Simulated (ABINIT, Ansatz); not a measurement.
**MgH2 (P4_2/mnm): G0W0 with ABINIT, start to end**

Wanted: ground state, empty states, screening and self-energy for MgH2 (P4_2/mnm).

Program: ABINIT 10.8.3. Level of theory: PBE and many-body steps on it, plane waves. Values are calculated unless marked as measured.

**What was measured.**

- Gap 5.6 ± 0.1 eV: optical band gap from transmission onset (total and diffuse); optical transmission and ellipsometry; 300 K; film (polycrystalline Pd-capped film on quartz, hydrogenated at 100 bar and 100 C, measured in 1 bar H2) (“Optical properties of MgH2 measured in situ in a novel gas cell for ellipsometry/spectrophotometry”, 2003, arxiv:cond-mat/0305418).

### 1. Set-up

Symmetry: P4_2/mnm, No. 136, tetragonal system. The conventional cell has a = 4.517 Å, b = 4.517 Å, c = 3.020 Å, α = 90.00°, β = 90.00°, γ = 90.00°. Mg has 6 H at 1.95 Å nearest. Nearest to H lie 3 Mg at 1.95 Å. Farther neighbours, and contacts between anions beyond the nearest, are not listed.

The cell and positions come from the Crystallography Open Database and are kept as given unless a step says otherwise.

### 2. Ground state

This step: ABINIT 10.8.3; DFT, PBE, plane waves, norm-conserving pseudopotentials.

The ground-state density comes first.

File run.abi:

```
acell 3*1.0 Angstrom
rprim 
  4.516800000000 0.000000000000 0.000000000000
  0.000000000000 4.516800000000 0.000000000000
  0.000000000000 0.000000000000 3.020500000000
ntypat 2
znucl 12 1
natom 6
typat 1 1 2 2 2 2
xred 
  0.000000000000 0.000000000000 0.000000000000
  0.500000000000 0.500000000000 0.500000000000
  0.306000000000 0.306000000000 0.000000000000
  0.194000000000 0.806000000000 0.500000000000
  0.694000000000 0.694000000000 0.000000000000
  0.806000000000 0.194000000000 0.500000000000
pp_dirpath "pseudos"
pseudos "Mg.upf, H.upf"
ecut 38
ngkpt 4 4 6
nshiftk 1
shiftk 0 0 0
kptopt 1
chksymbreak 0
nband 19
occopt 1
tolvrs 1e-10
nstep 60
prtwf 0
optforces 0
optstress 0
indata_prefix "in"
outdata_prefix "out"
tmpdata_prefix "tmp"
```

On the command line:

```bash
$ OMP_NUM_THREADS=1 mpirun -n 8 abinit run.abi > log
```

The log of the run:

```text
.Version 10.8.3 of ABINIT. v10.8.2 released Aug 2026.

 Symmetries : space group P4_2/m n m (#136); Bravais tP (primitive tetrag.)
================================================================================
 Values of the parameters that define the memory need of the present run
     intxc =       0    ionmov =       0      iscf =       7    lmnmax =       4
     lnmax =       4     mgfft =      48  mpssoang =       2    mqgrid =    3001
     natom =       6  nloc_mem =       1    nspden =       1   nspinor =       1
    nsppol =       1      nsym =      16    n1xccc =       0    ntypat =       2
    occopt =       1   xclevel =       2
-    mband =          19        mffmem =           1         mkmem =           3
       mpw =        4668          nfft =       73728          nkpt =          24
================================================================================
  Rough estimation (10% accuracy) of disk space for files :
================================================================================

--------------------------------------------------------------------------------
------------- Echo of variables that govern the present computation ------------
--------------------------------------------------------------------------------
 -outvars: echo values of preprocessed input variables --------
            acell      1.8897261259E+00  1.8897261259E+00  1.8897261259E+00 Bohr

      chksymbreak           0
             ecut      3.80000000E+01 Hartree
-          fftalg         312

              ixc     -101130
              kpt      0.00000000E+00  0.00000000E+00  0.00000000E+00
                       2.50000000E-01  0.00000000E+00  0.00000000E+00
                       5.00000000E-01  0.00000000E+00  0.00000000E+00
                       2.50000000E-01  2.50000000E-01  0.00000000E+00
                       5.00000000E-01  2.50000000E-01  0.00000000E+00
                       5.00000000E-01  5.00000000E-01  0.00000000E+00
                       0.00000000E+00  0.00000000E+00  1.66666667E-01
                       2.50000000E-01  0.00000000E+00  1.66666667E-01
                       5.00000000E-01  0.00000000E+00  1.66666667E-01
   [... 13 further rows ...]
                       5.00000000E-01  2.50000000E-01  5.00000000E-01
                       5.00000000E-01  5.00000000E-01  5.00000000E-01
         kptrlatt        4    0    0      0    4    0      0    0    6
          kptrlen      3.41420599E+01
P           mkmem           3
            natom           6
            nband          19
            ngfft          48      48      32
             nkpt          24
            nstep          60
             nsym          16
           ntypat           2
              occ      2.000000  2.000000  2.000000  2.000000  2.000000  2.000000
                       2.000000  2.000000  2.000000  2.000000  2.000000  2.000000
                       0.000000  0.000000  0.000000  0.000000  0.000000  0.000000
                       0.000000
        optforces           0
        optstress           0
            prtwf           0
            rprim      4.5168000000E+00  0.0000000000E+00  0.0000000000E+00
[...]
spgroup         136

           tolvrs      1.00000000E-10

             xred      0.0000000000E+00  0.0000000000E+00  0.0000000000E+00
[...]
znucl       12.00000    1.00000

================================================================================

 chkinp: Checking input parameters for consistency.

================================================================================
== DATASET  1 ==================================================================
-   mpi_nproc: 8, omp_nthreads: 1 (-1 if OMP is not activated)

--- !DatasetInfo
iteration_state: {dtset: 1, }
dimensions: {natom: 6, nkpt: 24, mband: 19, nsppol: 1, nspinor: 1, nspden: 1, mpw: 4668, }
cutoff_energies: {ecut:  38.0, pawecutdg:  -1.0, }
electrons: {nelect:   2.40000000E+01, charge:   0.00000000E+00, occopt:   1.00000000E+00, tsmear:   1.00000000E-02, }

 Real(R)+Recip(G) space primitive vectors, cartesian coordinates (Bohr,Bohr^-1):
 R(1)=  8.5355150  0.0000000  0.0000000  G(1)=  0.1171575  0.0000000  0.0000000
 R(2)=  0.0000000  8.5355150  0.0000000  G(2)=  0.0000000  0.1171575  0.0000000
 R(3)=  0.0000000  0.0000000  5.7079178  G(3)=  0.0000000  0.0000000  0.1751952
 Unit cell volume ucvol=  4.1585044E+02 bohr^3
 Angles (23,13,12)=  9.00000000E+01  9.00000000E+01  9.00000000E+01 degrees

 getcut: wavevector=  0.0000  0.0000  0.0000  ngfft=  48  48  32
         ecut(hartree)=     38.000   => boxcut(ratio)=   2.02030

--- Pseudopotential description ------------------------------------------------
- Mg Generated using ONCVPSP code by D. R. Hamann
- 12.00000  10.00000  171031                  znucl, zion, pspdat
12 -101130 1 -1 1510                          pspcod,pspxc,lmax,lloc,mmax
     nproj     2     2
  pspatm : epsatm=    9.22893308
         --- l  ekb(1:nproj) -->
[...]
pspatm: atomic psp has been read  and splines computed

- H Generated using ONCVPSP code by D. R. Hamann
-  1.00000   1.00000  171031                  znucl, zion, pspdat
12 -101130 1 -1 1166                          pspcod,pspxc,lmax,lloc,mmax
     nproj     2     1
  pspatm : epsatm=    0.36186929
         --- l  ekb(1:nproj) -->
[...]
1   -0.503321
 pspatm: atomic psp has been read  and splines computed

   4.77728240E+02                                ecore*ucvol(ha*bohr**3)
--------------------------------------------------------------------------------

_setup2: Arith. and geom. avg. npw (full set) are    4651.323    4651.297

================================================================================

--- !BeginCycle
iteration_state: {dtset: 1, }
solver: {iscf: 7, nstep: 60, nline: 4, wfoptalg: 0, }
tolerances: {tolvrs: 1.00E-10, }

     iter   Etot(hartree)      deltaE(h)  residm     vres2
 ETOT  1  -121.10496871030    -1.211E+02 8.748E-02 8.234E+01
 ETOT  2  -121.16415145625    -5.918E-02 1.136E-03 1.163E+00
 ETOT  3  -121.16426221895    -1.108E-04 1.738E-03 7.775E-02
 ETOT  4  -121.16426658867    -4.370E-06 2.658E-04 8.957E-03
 ETOT  5  -121.16426743787    -8.492E-07 2.359E-04 5.197E-04
 ETOT  6  -121.16426752583    -8.796E-08 6.163E-05 1.664E-05
 ETOT  7  -121.16426752711    -1.287E-09 2.916E-05 1.597E-07
 ETOT  8  -121.16426752713    -1.440E-11 2.844E-05 1.695E-09
 ETOT  9  -121.16426752713    -4.022E-12 5.595E-06 1.618E-11

 At SCF step    9       vres2   =  1.62E-11 < tolvrs=  1.00E-10 =>converged.

--- !ResultsGS
iteration_state: {dtset: 1, }
comment   : Summary of ground state results
lattice_vectors:
- [  8.5355150,   0.0000000,   0.0000000, ]
- [  0.0000000,   8.5355150,   0.0000000, ]
- [  0.0000000,   0.0000000,   5.7079178, ]
lattice_lengths: [   8.53551,    8.53551,    5.70792, ]
lattice_angles: [ 90.000,  90.000,  90.000, ] # degrees, (23, 13, 12)
lattice_volume:   4.1585044E+02
convergence: {deltae: -4.022E-12, res2:  1.618E-11, residm:  5.595E-06, diffor:  0.000E+00, }
etotal    :  -1.21164268E+02
entropy   :   0.00000000E+00
fermie    :   1.47601763E-02
cartesian_stress_tensor: null
pressure_GPa: null
xred      :
- [  0.0000E+00,   0.0000E+00,   0.0000E+00, Mg]
- [  5.0000E-01,   5.0000E-01,   5.0000E-01, Mg]
- [  3.0600E-01,   3.0600E-01,   0.0000E+00,  H]
- [  1.9400E-01,   8.0600E-01,   5.0000E-01,  H]
- [  6.9400E-01,   6.9400E-01,   0.0000E+00,  H]
- [  8.0600E-01,   1.9400E-01,   5.0000E-01,  H]
cartesian_forces: null
force_length_stats: {min: null, max: null, mean: null, }

 Integrated electronic density in atomic spheres:
 ------------------------------------------------
 Atom  Sphere_radius  Integrated_density
[...]
================================================================================

 ----iterations are completed or convergence reached----

 Mean square residual over all n,k,spin=   23.315E-09; max=  55.950E-07
 reduced coordinates (array xred) for    6 atoms
[...]
0.306000      0.306000      0.000000
       0.194000      0.806000      0.500000
       0.694000      0.694000      0.000000
       0.806000      0.194000      0.500000
 rms dE/dt=  0.0000E+00; max dE/dt=  0.0000E+00; dE/dt below (all hartree)
    1       0.000000      0.000000      0.000000
    2       0.000000      0.000000      0.000000
    3       0.000000      0.000000      0.000000
    4       0.000000      0.000000      0.000000
    5       0.000000      0.000000      0.000000
    6       0.000000      0.000000      0.000000

 cartesian coordinates (angstrom) at end:
    1      0.000000     0.000000     0.000000
    2      2.258400     2.258400     1.510250
    3      1.382141     1.382141     0.000000
    4      0.876259     3.640541     1.510250
    5      3.134659     3.134659     0.000000
    6      3.640541     0.876259     1.510250
 length scales=  1.889726  1.889726  1.889726 bohr
              =  1.000000  1.000000  1.000000 angstroms
 prteigrs : about to open file out_EIG
 Fermi (or HOMO) energy (hartree) =   0.01476   Average Vxc (hartree)=  -0.31489
 Eigenvalues (hartree) for nkpt=  24  k points:
 kpt#   1, nband= 19, wtk=  0.01042, kpt=  0.0000  0.0000  0.0000 (reduced coord)
  -2.69046   -2.69043   -1.46976   -1.46976   -1.46897   -1.46897   -1.46813   -1.46805
  -0.21923   -0.03593   -0.03593   -0.00142    0.19137    0.20386    0.35151    0.35151
   0.41956    0.42899    0.46543
 prteigrs : prtvol=0 or 1, do not print more k-points.

--- !EnergyTerms
iteration_state     : {dtset: 1, }
comment             : Components of total free energy in Hartree
kinetic             :  7.024400E+01
hartree             :  4.642107E+01
xc                  : -1.732084E+01
Ewald energy        : -5.215225E+01
psp_core            :  1.148798E+00
local_psp           : -1.329697E+02
non_local_psp       : -3.653534E+01
total_energy        : -1.211643E+02
total_energy_eV     : -3.297048E+03
band_energy         : -2.889991E+01

== END DATASET(S) ==============================================================
================================================================================

 -outvars: echo values of variables after computation  --------
           etotal     -1.2116426753E+02
            nband          19
             nkpt          24
          spgroup         136
 [... the other variables as echoed above ...]

 Calculation completed.
```

Elapsed: 7.7 s, on 8 MPI ranks of Arm Neoverse V1, shared host; peak memory 0.57 GiB.

Numbers from this step:

* total energy: -3297.0477 eV
* gap: 3.895 eV
* k of the valence top: 0.25, 0, 0
* k of the conduction bottom: 0.5, 0.5, 0.5
* least direct gap: 4.666 eV

The gap is indirect, with the least direct gap 0.77 eV higher.

(Continued in part 2 of 3.)

[Long decimals in the printed logs are rounded to 6 places.]

[Logs are printed without paths, hosts, clocks, repeated set-up lines and the standing remarks that a program may print on its own settings, such as how far it seeks lower states.]

[Paths, hosts, dates, memory and timing lines, banners, echoed tables and standing remarks are left out of the program output; an Ansatz launch command may be rebuilt from the run's recorded settings. Measured values are a selection of at most five: reports struck by readers or far from the other reports are left out. None is set beside runs whose start may be inverted or whose files or cutoffs have a known fault.]

[Runs of the session that timed out or met a known fault of the program may be left out.]

[Hosts, paths, dates, database ids (printed as entryN), source tags and the programs' standing remarks are cut or masked in the printed files.]

[G0W0 gaps are taken among the corrected bands and points alone; a level outside them can change the order at an edge.]

[Where Ansatz stands beside ABINIT at settings called matched, ABINIT's density can come from a denser mesh and the files from another edition; pairs whose starting gaps differed by over 0.03 eV were left out, so agreement reads better than it is.]
